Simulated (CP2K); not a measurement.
Consider 2-ethynylpyrrole at its PBE geometry (Å).

```xyz
12

C     3.0171   -0.1554   -0.4983
C     1.8123   -0.1184   -0.3274
C     0.4168   -0.0792   -0.1284
C    -0.6149   -0.8240   -0.7060
C    -1.8365   -0.3820   -0.1408
C    -1.5387    0.6226    0.7694
N    -0.1786    0.7984    0.7696
H     4.0736   -0.1927   -0.6591
H    -0.4767   -1.5988   -1.4515
H    -2.8292   -0.7535   -0.3694
H    -2.1797    1.2158    1.4109
H     0.3346    1.4671    1.3310
```

Method: CP2K XAS_TDP, all-electron GAPW, PBEh(45%), aug-cc-pVDZ, TDA, GW2X-corrected core level, no relativity.

Where do the C K-edge lines lie, and how strong are they?

Leading lines: C1 287.60 eV, C2 287.84 eV, C3 288.29 eV, C4 287.34 eV, C5 288.07 eV and C6 287.99 eV. The leading line of an atom is its first one with 35 % of the strongest within 2.5 eV of its lowest line over the strength cut. Core ionisation energies at this level: C4 291.54, C6 292.43, C3 292.59, C5 291.53, C1 291.86 and C2 292.13 eV.

The first six lines of each atom with a strength over 0.0015:

```tsv
atom	energy (eV)	states	strength, one atom	above the computed threshold
C1 (bonded to C and H)	287.60	1	0.0490	
	287.65	1	0.0406	
	290.11	1	0.0045	
	290.61	1	0.0047	
	291.16	1	0.0025	
	291.62	1	0.0057	
C2 (bonded to 2 C)	287.84	1	0.0378	
	287.88	1	0.0478	
	291.48	2	0.0163	
	292.45	1	0.0016	yes
	292.54	1	0.0028	yes
	293.20	1	0.0017	yes
C3 (bonded to 2 C and N)	288.29	1	0.0373	
	290.50	1	0.0071	
	291.80	1	0.0023	
	292.10	1	0.0172	
	292.76	1	0.0016	yes
	293.66	1	0.0074	yes
C4 (bonded to 2 C and H)	287.34	1	0.0454	
	289.92	1	0.0070	
	290.04	1	0.0054	
	290.50	1	0.0028	
	290.63	1	0.0049	
	291.19	1	0.0016	
C5 (bonded to 2 C and H)	288.07	1	0.0486	
	289.09	1	0.0038	
	289.77	1	0.0076	
	290.44	1	0.0024	
	291.11	1	0.0021	
	291.30	1	0.0024	
C6 (bonded to C, N and H)	287.99	1	0.0503	
	290.30	1	0.0109	
	291.10	1	0.0036	
	291.25	1	0.0028	
	292.00	1	0.0028	
	292.07	1	0.0035
```

Lines are vertical, at one geometry, with no vibrational structure. GW2X ionisation energies and lines can be off by 1 to 2 eV either way, and a good line position may hide errors that cancel. These values hold no scalar relativity, about 0.1 eV for C 1s. Rydberg lines, and the discretised continuum above threshold, depend on the basis and the box.

[Banner, clock and machine lines of the logs are left out without a mark of their own.]

[Logs are printed without paths, hosts, clocks, repeated set-up lines and the standing remarks that a program may print on its own settings, such as how far it seeks lower states.]

[Hosts, paths, dates, database ids (printed as entryN), source tags and the programs' standing remarks are cut or masked in the printed files.]
